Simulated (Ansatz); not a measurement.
# KNa2LuF6: complex band structure, part 2 of 3

A new crystal, KNa2LuF6: structure, gap and complex bands. It is built by putting Na for Rb, Lu for In in the KRb2InF6 structure of space group I4/m, with the volume rescaled by atomic radii. The parent structure comes from the Materials Project.

Ansatz 0.2.0; PBE DFT, plane waves, PAW files (the session's first sound run).

So far. Step 2 (Cell and atoms at rest): The largest force component on a free atom ends at 8.5e-4 eV/Å.

The structure was built from a prototype and need not be the compound's stable phase.

### 3. The bulk crystal and its band edges

The energy window and the wavevectors of the next steps follow from the band edges, so these are searched first, off the mesh as well.

input.yaml

```yaml
crystal:
  lattice:
    - [-3.1516683546, 3.1516683546, 4.5173382287]
    - [3.1516683546, -3.1516683546, 4.5173382287]
    - [3.1516683546, 3.1516683546, -4.5173382287]
  atoms:
    - { symbol: K, position: [0.5, 0.5, 0.0] }
    - { symbol: Na, position: [0.75, 0.25, 0.5] }
    - { symbol: Na, position: [0.25, 0.75, 0.5] }
    - { symbol: Lu, position: [0.0, 0.0, 0.0] }
    - { symbol: F, position: [0.3193319085, 0.1210892641, 0.4404211726] }
    - { symbol: F, position: [0.6806680915, 0.8789107359, 0.5595788274] }
    - { symbol: F, position: [0.1210892641, 0.6806680915, 0.8017573557] }
    - { symbol: F, position: [0.8789107359, 0.3193319085, 0.1982426443] }
    - { symbol: F, position: [0.2336722118, 0.2336722118, 0.0] }
    - { symbol: F, position: [0.7663277882, 0.7663277882, 0.0] }
kpoints:
  mp_grid: { grid: [6, 6, 6] }
  band_path: { path: [VBM, CBM], npoints: 30 }
scf:
  occupations: { method: fixed }
hamiltonian:
  xc: pbe
output:
  eigenvalues: true
  write_potential: true
  write_density: true
  volumetric_format: npy
```

Launch:

```
$ ansatz run input.yaml --threads 2 --pin off --max-ram 4096MiB --backend cpu --events-out ev --progress --plain --runs-dir out
```

Numbers of over 12 decimals in the logs are rounded to 6 here.

The log of the run:

```text
[...]
Crystal: 10 atoms, lattice volume = 179.483 Å³
Basis set: ecut = 420 eV, 3503 PW (Γ)
Bands: 57, of which v1, the nominal top of the filled ones, is band 47 counted from 1 (46 counted from 0)
Symmetry: 8 space group operations
[...]
k-points: 36 of 216
[...]
SCF iter   1: F=—  HF=-24108.088962 eV  |F-HF|=—  |Δ(HF+E_count)|=         —  Δρ=8.88e-4  dr2=8.54e-4  ethr=1.77e-3  ⟨swp⟩=4.8  Hψ=6502  notcnv=0  defer=273
[...]
SCF iter   8: F=-24108.091511 eV  HF=-24108.091511 eV  |F-HF|=3.74e-9  |Δ(HF+E_count)|=   2.15e-8  Δρ=3.24e-6  dr2=1.10e-8  ethr=1.06e-10  ⟨swp⟩=11.2  Hψ=8749  notcnv=0
SCF 1 converged in 8 iterations: F = -24108.091511 eV  dr2 = 1.10e-8
[...]
NSCF: frozen V_eff on 36 k-points
[...]
SCF converged after 8 iterations
Free energy (F): -24108.091511 eV
[...]
Internal energy: -24108.091511 eV  (E = F + TS)
E sigma→0 (E₀):  -24108.091511 eV
Fermi energy:    1.589613 eV
[...]
--- Band table (eV; the first three rows and the last of 36) ---
  k-point 0: bands = [... 43 lower, 1.2528, 1.5500, 1.5896, 1.5896, 6.1414, 9.8051, 9.8051, 9.9460, ... 6 higher]
  k-point 1: bands = [... 43 lower, 1.2460, 1.5299, 1.5490, 1.5621, 6.4714, 9.6449, 9.8226, 9.9457, ... 6 higher]
  k-point 2: bands = [... 43 lower, 1.2232, 1.4734, 1.5186, 1.5474, 7.3298, 9.3626, 9.6803, 9.8447, ... 6 higher]
  k-point 35: bands = [... 43 lower, 1.2550, 1.5118, 1.5809, 1.5809, 8.0483, 9.1793, 9.2860, 9.9890, ... 6 higher]
```

Wall time 19 s (2 threads of Intel Xeon 6975P-C (Granite Rapids), shared host); peak memory 0.66 GiB; 36 s of CPU time.

This step gave:

| Property | Result |
| --- | --- |
| free energy | -24108.0915 eV |
| Fermi energy | 1.590 eV |
| gap on the k-mesh | 4.552 eV |
| gap on path | 4.552 eV, by band count; negative where bands overlap |
| direct gap on path | 4.552 eV |
| edge places on path | 0, 0 1/A along the path |

Levels at VBM (eV): -2.75, -2.49, -2.39, -2.35, -2.35, -2.01, -1.72, -1.72, -1.71, -1.62, -1.58, -1.54, -1.54, -1.16, -1.06, -1.06, -1.01, -1.01, -0.55, -0.40, -0.34, -0.34, -0.04, 0.00, 0.00, 4.55.

The searched edges give 4.55 eV, as on the mesh.

### 4. Decaying states in the gap, plane (110)

This step: PBE DFT, plane waves, PAW files; complex bands by layer matching along the plane's normal (Ansatz 0.2.0).

The same crystal is laid in a cell whose first two vectors span the (110) plane (indices of the standard conventional cell, whose axes can be ordered otherwise than in the bulk input). At fixed energy and wavevector in the plane the solver finds all kz, real and complex. A few wavevectors are listed, (0, 0) and (0.5, 0) in units of the plane's reciprocal vectors; the slowest state needn't be among them.

input.yaml

```yaml
crystal:
  lattice:
    - [6.346051647, 0.0, 0.0]
    - [0.085142364, 6.345480461, 0.0]
    - [3.130454642, -3.172740231, 4.457132131]
  atoms:
    - { symbol: K, position: [0.5, 0.5, 0.0] }
    - { symbol: Na, position: [0.25, 0.25, 0.5] }
    - { symbol: Na, position: [0.75, 0.75, 0.5] }
    - { symbol: Lu, position: [0.0, 0.0, 0.0] }
    - { symbol: F, position: [0.8789107359, 0.1210892641, 0.4404211726] }
    - { symbol: F, position: [0.1210892641, 0.8789107359, 0.5595788274] }
    - { symbol: F, position: [0.3193319085, 0.6806680915, 0.8017573556] }
    - { symbol: F, position: [0.6806680915, 0.3193319085, 0.1982426444] }
    - { symbol: F, position: [0.2336722118, 0.2336722118, 0.0] }
    - { symbol: F, position: [0.7663277882, 0.7663277882, 0.0] }
kpoints:
  mp_grid: { grid: [6, 6, 6] }
scf:
  occupations: { method: fixed }
hamiltonian:
  xc: pbe
output:
  eigenvalues: true
  transmission:
    leads: [[0, 0]]
    kpoints: [[0.0, 0.0], [0.5, 0.0]]
    e_range: [-1.0, 5.55]
    de: 0.16
```

The log of the run:

```text
[...]
Crystal: 10 atoms, lattice volume = 179.483 Å³
Basis set: ecut = 420 eV, 3503 PW (Γ)
Bands: 57, of which v1, the nominal top of the filled ones, is band 47 counted from 1 (46 counted from 0)
Symmetry: 8 space group operations
[...]
k-points: 36 of 216
[...]
SCF iter   1: F=—  HF=-24108.088913 eV  |F-HF|=—  |Δ(HF+E_count)|=         —  Δρ=8.88e-4  dr2=8.52e-4  ethr=1.77e-3  ⟨swp⟩=4.7  Hψ=6555  notcnv=0  defer=274
[...]
SCF iter   8: F=-24108.091450 eV  HF=-24108.091450 eV  |F-HF|=3.67e-9  |Δ(HF+E_count)|=   2.01e-8  Δρ=3.22e-6  dr2=1.08e-8  ethr=1.06e-10  ⟨swp⟩=11.0  Hψ=8670  notcnv=0
SCF 1 converged in 8 iterations: F = -24108.091450 eV  dr2 = 1.08e-8
[...]
transmission: 8 of 16 steps passed
transmission: 16 of 16 steps passed
SCF converged after 8 iterations
Free energy (F): -24108.091450 eV
[...]
Internal energy: -24108.091450 eV  (E = F + TS)
E sigma→0 (E₀):  -24108.091450 eV
Fermi energy:    1.589621 eV
[...]
--- Band table (eV; the first three rows and the last of 36) ---
  k-point 0: bands = [... 43 lower, 1.2528, 1.5500, 1.5896, 1.5896, 6.1415, 9.8051, 9.8051, 9.9461, ... 6 higher]
  k-point 1: bands = [... 43 lower, 1.2460, 1.5299, 1.5490, 1.5621, 6.4715, 9.6450, 9.8226, 9.9457, ... 6 higher]
  k-point 2: bands = [... 43 lower, 1.2232, 1.4734, 1.5186, 1.5474, 7.3299, 9.3627, 9.6804, 9.8448, ... 6 higher]
  k-point 35: bands = [... 43 lower, 1.2550, 1.5118, 1.5809, 1.5809, 8.0485, 9.1794, 9.2860, 9.9890, ... 6 higher]
--- Transmission ---
  basis      : 353 plane waves across, 8 finite elements along
  points     : 2, as listed
  energies   : 41 from -1.000000 to 5.400000 eV about the Fermi level, 0.160000 eV apart; the leads are filled to 2.275932 eV, and channels, transmission and decay are at 2.200000 eV
  crystal 0  : F6K1Lu1Na2, at the sites [0, 0], period 4.4571 Å: whole cells are its period
    offset         : up to 0.0000 Å between an atom of the period and one for which it stands
    channels       : 0.000000e0 a spin
    conductance    : none, the energies end too early or step too widely for 300 K: set another output.transmission.e_range or a lower de, or, where they end at an eighth of basis.ecutwfc, a higher one
    slowest decay  : 0.4711 /Å at (0.0000, 0.0000)
```

It took 70 s on 2 threads; peak memory 1.3 GiB.

This step gave:

* free energy: -24108.0914 eV
* level to which the leads are filled: 2.276 eV from the Fermi level
* decay constant at the filling level, zone centre: 0.4711 Å⁻¹
* decay constant at the filling level, slowest listed point: 0.4711 Å⁻¹

K parallel (0, 0); values up to 1.5 1/Å, a degenerate pair printed once or twice; energies at which all values exceed this have no row. Table of Im kz of the slowest decaying states by energy, zero at the highest filled level on the SCF mesh:

| energy (eV) | decay 1 (Å⁻¹) | decay 2 (Å⁻¹) | decay 3 (Å⁻¹) | decay 4 (Å⁻¹) |
| --- | --- | --- | --- | --- |
| -1.00 | 0.0916 | 0.155 | 0.267 | 0.361 |
| -0.68 | 0.527 | 0.539 | 0.567 | 0.698 |
| -0.36 | 0.319 | 0.364 | 0.635 | 0.726 |
| -0.04 | 0.322 | 0.625 | 0.646 | 0.712 |
| 0.28 | 0.324 | 0.467 | 0.511 | 0.688 |
| 0.60 | 0.398 | 0.520 | 0.645 | 0.730 |
| 0.92 | 0.436 | 0.555 | 0.723 | 0.763 |
| 1.24 | 0.458 | 0.579 | 0.767 | 0.789 |
| 1.56 | 0.471 | 0.598 | 0.776 | 0.811 |
| 1.88 | 0.475 | 0.613 | 0.774 | 0.829 |
| 2.20 | 0.471 | 0.625 | 0.768 | 0.844 |
| 2.52 | 0.460 | 0.634 | 0.761 | 0.856 |
| 2.84 | 0.442 | 0.641 | 0.753 | 0.865 |
| 3.16 | 0.414 | 0.646 | 0.744 | 0.872 |
| 3.48 | 0.377 | 0.649 | 0.735 | 0.877 |
| 3.80 | 0.326 | 0.651 | 0.726 | 0.880 |
| 4.12 | 0.254 | 0.651 | 0.717 | 0.881 |
| 4.44 | 0.132 | 0.649 | 0.708 | 0.880 |
| 4.76 | 0.646 | 0.698 | 0.866 | 0.877 |
| 5.08 | 0.642 | 0.687 | 0.826 | 0.873 |
| 5.40 | 0.636 | 0.676 | 0.792 | 0.866 |

K parallel (0.5, 0); values up to 1.5 1/Å, a degenerate pair printed once or twice; energies at which all values exceed this have no row. Im kz of the slowest decaying states against energy, zero at the highest filled level on the SCF mesh:

| energy (eV) | decay 1 (Å⁻¹) | decay 2 (Å⁻¹) | decay 3 (Å⁻¹) | decay 4 (Å⁻¹) |
| --- | --- | --- | --- | --- |
| -1.00 | 0.189 | 0.260 | 0.386 | 0.401 |
| -0.52 | 0.276 | 0.327 | 0.406 | 0.528 |
| -0.04 | 0.362 | 0.597 | 0.636 | 0.800 |
| 0.44 | 0.465 | 0.726 | 0.843 | 0.889 |
| 0.76 | 0.507 | 0.807 | 0.875 | 0.914 |
| 1.24 | 0.544 | 0.816 | 0.915 | 0.932 |
| 1.72 | 0.567 | 0.846 | 0.936 | 0.950 |
| 2.20 | 0.579 | 0.873 | 0.924 | 0.953 |
| 2.68 | 0.583 | 0.886 | 0.897 | 0.953 |
| 3.16 | 0.577 | 0.841 | 0.920 | 0.949 |
| 3.64 | 0.560 | 0.801 | 0.942 | 0.947 |
| 3.96 | 0.541 | 0.776 | 0.936 | 0.984 |
| 4.44 | 0.495 | 0.743 | 0.925 | 0.987 |
| 4.92 | 0.423 | 0.713 | 0.912 | 0.988 |
| 5.40 | 0.309 | 0.687 | 0.898 | 0.968 |

At the listed wavevectors the last open channel is at -0.04 eV and the next at +4.60 eV on the grid. At +2.20 eV, the grid energy nearest the filling level (the middle of the gap on the SCF mesh), the slowest state at the listed wavevectors decays with κ = 0.471 Å⁻¹, its amplitude falling by e over 2.1 Å. Through 1 nm of this crystal that state's transmission falls by exp(−2 × 0.471 Å⁻¹ × 10 Å) = 8.1e-5.

### 5. Decay over the two-dimensional zone

The listed points could miss the slowest state, so one energy near mid-gap is solved on a mesh of 8×8.

input.yaml, as its differences from that of step 4:

```diff
@@ -24,6 +24,2 @@
   eigenvalues: true
-  transmission:
-    leads: [[0, 0]]
-    kpoints: [[0.0, 0.0], [0.5, 0.0]]
-    e_range: [-1.0, 5.55]
-    de: 0.16
+  transmission: { leads: [[0, 0]], kmesh: [8, 8], e_range: [2.28, 2.29], de: 0.05 }
```

The log of the run:

```text
[...]
Crystal: 10 atoms, lattice volume = 179.483 Å³
Basis set: ecut = 420 eV, 3503 PW (Γ)
Bands: 57, of which v1, the nominal top of the filled ones, is band 47 counted from 1 (46 counted from 0)
Symmetry: 8 space group operations
[...]
k-points: 36 of 216
[...]
SCF iter   1: F=—  HF=-24108.088913 eV  |F-HF|=—  |Δ(HF+E_count)|=         —  Δρ=8.88e-4  dr2=8.52e-4  ethr=1.77e-3  ⟨swp⟩=4.7  Hψ=6555  notcnv=0  defer=274
[...]
SCF iter   8: F=-24108.091450 eV  HF=-24108.091450 eV  |F-HF|=3.67e-9  |Δ(HF+E_count)|=   2.01e-8  Δρ=3.22e-6  dr2=1.08e-8  ethr=1.06e-10  ⟨swp⟩=11.0  Hψ=8670  notcnv=0
SCF 1 converged in 8 iterations: F = -24108.091450 eV  dr2 = 1.08e-8
[...]
transmission: 21 of 147 steps passed
transmission: 42 of 147 steps passed
[...]
transmission: 147 of 147 steps passed
SCF converged after 8 iterations
Free energy (F): -24108.091450 eV
[...]
Internal energy: -24108.091450 eV  (E = F + TS)
E sigma→0 (E₀):  -24108.091450 eV
Fermi energy:    1.589621 eV
[...]
--- Band table (eV; the first three rows and the last of 36) ---
  k-point 0: bands = [... 43 lower, 1.2528, 1.5500, 1.5896, 1.5896, 6.1415, 9.8051, 9.8051, 9.9461, ... 6 higher]
  k-point 1: bands = [... 43 lower, 1.2460, 1.5299, 1.5490, 1.5621, 6.4715, 9.6450, 9.8226, 9.9457, ... 6 higher]
  k-point 2: bands = [... 43 lower, 1.2232, 1.4734, 1.5186, 1.5474, 7.3299, 9.3627, 9.6804, 9.8448, ... 6 higher]
  k-point 35: bands = [... 43 lower, 1.2550, 1.5118, 1.5809, 1.5809, 8.0485, 9.1794, 9.2860, 9.9890, ... 6 higher]
--- Transmission ---
  basis      : 353 plane waves across, 7 finite elements along
  points     : 21, standing for a mesh of 8 x 8
  energies   : 1 from 2.280000 to 2.280000 eV about the Fermi level; the leads are filled to 2.275932 eV, and channels, transmission and decay are at 2.280000 eV
[...]
channels       : 0.000000e0 a spin
    conductance    : none, crystal 0 has no channel at the energies, or these end too early or step too widely for 300 K: set another output.transmission.e_range or a lower de, or, where they end at an eighth of basis.ecutwfc, a higher one
    slowest decay  : 0.4691 /Å at (0.0000, 0.0000)
```

Elapsed: 49 s, on 2 threads; peak memory 1.4 GiB.

This step gave:

* least decay constant on the mesh: 0.4691 Å⁻¹

Slowest decay constant (1/Å; 0 where a channel is open) over k1 and k2. At 2.2800 eV from the Fermi level.

Values, 8 rows by 8 columns:
```
0.553 0.566 0.579 0.563 0.547 0.539 0.537 0.543
0.559 0.579 0.553 0.526 0.510 0.508 0.519 0.537
0.569 0.563 0.526 0.495 0.480 0.486 0.508 0.539
0.580 0.547 0.510 0.480 0.469 0.480 0.510 0.547
0.569 0.539 0.508 0.486 0.480 0.495 0.526 0.563
0.559 0.537 0.519 0.508 0.510 0.526 0.553 0.579
0.553 0.543 0.537 0.539 0.547 0.563 0.579 0.566
0.550 0.553 0.559 0.569 0.580 0.569 0.559 0.553
```
Columns: k1 (b1) from -0.5 to 0.375; rows upwards: k2 (b2) from -0.5 to 0.375.

The least value on the mesh is 0.469 Å⁻¹ at +2.28 eV. At that energy the listed points give about 0.469 Å⁻¹ by interpolation, so the mesh holds no clearly slower state.

### 6. Decaying states in the gap, plane (001)

The same for the (001) plane, at (0, 0) and (0.5, 0), to see how the decay depends on direction.

input.yaml

```yaml
crystal:
  lattice:
    - [6.303336709, 0.0, 0.0]
    - [0.0, 6.303336709, 0.0]
    - [3.151668355, 3.151668355, 4.517338229]
  atoms:
    - { symbol: K, position: [0.5, 0.5, 0.0] }
    - { symbol: Na, position: [0.75, 0.25, 0.5] }
    - { symbol: Na, position: [0.25, 0.75, 0.5] }
    - { symbol: Lu, position: [0.0, 0.0, 0.0] }
    - { symbol: F, position: [0.1210892641, 0.3193319085, 0.0] }
    - { symbol: F, position: [0.8789107359, 0.6806680915, 0.0] }
    - { symbol: F, position: [0.6806680915, 0.1210892641, 0.0] }
    - { symbol: F, position: [0.3193319085, 0.8789107359, 0.0] }
    - { symbol: F, position: [0.7663277882, 0.7663277882, 0.4673444236] }
    - { symbol: F, position: [0.2336722118, 0.2336722118, 0.5326555764] }
kpoints:
  mp_grid: { grid: [6, 6, 6] }
scf:
  occupations: { method: fixed }
hamiltonian:
  xc: pbe
output:
  eigenvalues: true
  transmission:
    leads: [[0, 0]]
    kpoints: [[0.0, 0.0], [0.5, 0.0]]
    e_range: [-1.0, 5.55]
    de: 0.11
```

The log of the run:

```text
[...]
Crystal: 10 atoms, lattice volume = 179.483 Å³
Basis set: ecut = 420 eV, 3503 PW (Γ)
Bands: 57, of which v1, the nominal top of the filled ones, is band 47 counted from 1 (46 counted from 0)
Symmetry: 8 space group operations
[...]
k-points: 36 of 216
[...]
SCF iter   1: F=—  HF=-24108.088862 eV  |F-HF|=—  |Δ(HF+E_count)|=         —  Δρ=8.88e-4  dr2=8.52e-4  ethr=1.77e-3  ⟨swp⟩=4.8  Hψ=6519  notcnv=0  defer=275
[...]
SCF iter   8: F=-24108.091404 eV  HF=-24108.091404 eV  |F-HF|=3.56e-9  |Δ(HF+E_count)|=   2.06e-8  Δρ=3.21e-6  dr2=1.07e-8  ethr=1.06e-10  ⟨swp⟩=10.9  Hψ=8727  notcnv=0
SCF 1 converged in 8 iterations: F = -24108.091404 eV  dr2 = 1.07e-8
[...]
transmission: 8 of 16 steps passed
transmission: 16 of 16 steps passed
SCF converged after 8 iterations
Free energy (F): -24108.091404 eV
[...]
Internal energy: -24108.091404 eV  (E = F + TS)
E sigma→0 (E₀):  -24108.091404 eV
Fermi energy:    1.589627 eV
[...]
--- Band table (eV; the first three rows and the last of 36) ---
  k-point 0: bands = [... 43 lower, 1.2528, 1.5500, 1.5896, 1.5896, 6.1415, 9.8052, 9.8052, 9.9461, ... 6 higher]
  k-point 1: bands = [... 43 lower, 1.2523, 1.4766, 1.5868, 1.5868, 6.4676, 9.7269, 9.8212, 9.8212, ... 6 higher]
  k-point 2: bands = [... 43 lower, 1.2536, 1.4591, 1.5825, 1.5825, 7.2940, 9.3354, 9.8821, 9.8821, ... 6 higher]
  k-point 35: bands = [... 43 lower, 1.2145, 1.4790, 1.4867, 1.4947, 8.5786, 8.8255, 8.9971, 9.4209, ... 6 higher]
--- Transmission ---
  basis      : 349 plane waves across, 8 finite elements along
  points     : 2, as listed
[...]
crystal 0  : K1Lu1F6Na2, at the sites [0, 0], period 4.5173 Å: whole cells are its period
[...]
channels       : 0.000000e0 a spin
[...]
slowest decay  : 0.4404 /Å at (0.0000, 0.0000)
```

Elapsed: 88 s, on 2 threads; peak memory 1.3 GiB; 2.3 min of CPU time.

This step gave:

| Property | Result |
| --- | --- |
| decay constant at the filling level, zone centre | 0.4404 Å⁻¹ |
| decay constant at the filling level, slowest listed point | 0.4404 Å⁻¹ |

K parallel (0, 0); values up to 1.5 1/Å, a degenerate pair printed once or twice; energies at which all values exceed this have no row. Im kz of the slowest decaying states against energy, zero at the highest filled level on the SCF mesh:

| energy (eV) | decay 1 (Å⁻¹) | decay 2 (Å⁻¹) | decay 3 (Å⁻¹) | decay 4 (Å⁻¹) |
| --- | --- | --- | --- | --- |
| -1.000 | 0.140 | 0.403 | 0.406 | 0.413 |
| -0.450 | 0.357 | 0.579 | 0.634 | 0.743 |
| -0.010 | 0.116 | 0.180 | 0.183 | 0.593 |
| 0.540 | 0.343 | 0.369 | 0.677 | 0.737 |
| 0.980 | 0.393 | 0.420 | 0.676 | 0.783 |
| 1.530 | 0.427 | 0.460 | 0.666 | 0.812 |
| 1.970 | 0.439 | 0.483 | 0.653 | 0.825 |
| 2.520 | 0.437 | 0.504 | 0.633 | 0.832 |
| 2.960 | 0.418 | 0.516 | 0.618 | 0.832 |
| 3.510 | 0.365 | 0.526 | 0.605 | 0.827 |
| 3.950 | 0.291 | 0.532 | 0.598 | 0.819 |
| 4.500 | 0.0895 | 0.534 | 0.592 | 0.805 |
| 5.050 | 0.533 | 0.587 | 0.786 | 0.815 |

K parallel (0.5, 0); values up to 1.5 1/Å, a degenerate pair printed once or twice; energies at which all values exceed this have no row. The Im kz of the slowest decaying states by energy, zero at the highest filled level on the SCF mesh:

| energy (eV) | decay 1 (Å⁻¹) | decay 2 (Å⁻¹) | decay 3 (Å⁻¹) | decay 4 (Å⁻¹) |
| --- | --- | --- | --- | --- |
| -1.000 | 0.392 | 0.468 | 0.657 | 0.867 |
| -0.450 | 0.361 | 0.418 | 0.564 | 0.721 |
| -0.010 | 0.150 | 0.497 | 0.685 | 1.01 |
| 0.540 | 0.361 | 0.771 | 0.781 | 1.08 |
| 0.980 | 0.412 | 0.798 | 0.816 | 1.09 |
| 1.530 | 0.452 | 0.812 | 0.836 | 1.11 |
| 1.970 | 0.473 | 0.814 | 0.844 | 1.12 |
| 2.520 | 0.491 | 0.807 | 0.846 | 1.12 |
| 2.960 | 0.498 | 0.795 | 0.843 | 1.12 |
| 3.510 | 0.499 | 0.774 | 0.835 | 1.11 |
| 3.950 | 0.489 | 0.696 | 0.812 | 0.825 |
| 4.500 | 0.455 | 0.643 | 0.809 | 0.815 |
| 5.050 | 0.379 | 0.607 | 0.791 | 0.804 |

At the listed wavevectors the last open channel is at -0.12 eV and the next at +4.61 eV on the grid. At +2.30 eV, the grid energy nearest the filling level (the middle of the gap on the SCF mesh), the slowest state at the listed wavevectors decays with κ = 0.440 Å⁻¹, its amplitude falling by e over 2.3 Å; the first such run, plane (110), gave 0.471 Å⁻¹.

(Part 2 of 3 ends here.)

[Logs are printed without paths, hosts, clocks, repeated set-up lines and the standing remarks that a program may print on its own settings, such as how far it seeks lower states.]

[Hosts, paths, dates, database ids (printed as entryN), source tags and the programs' standing remarks are cut or masked in the printed files.]
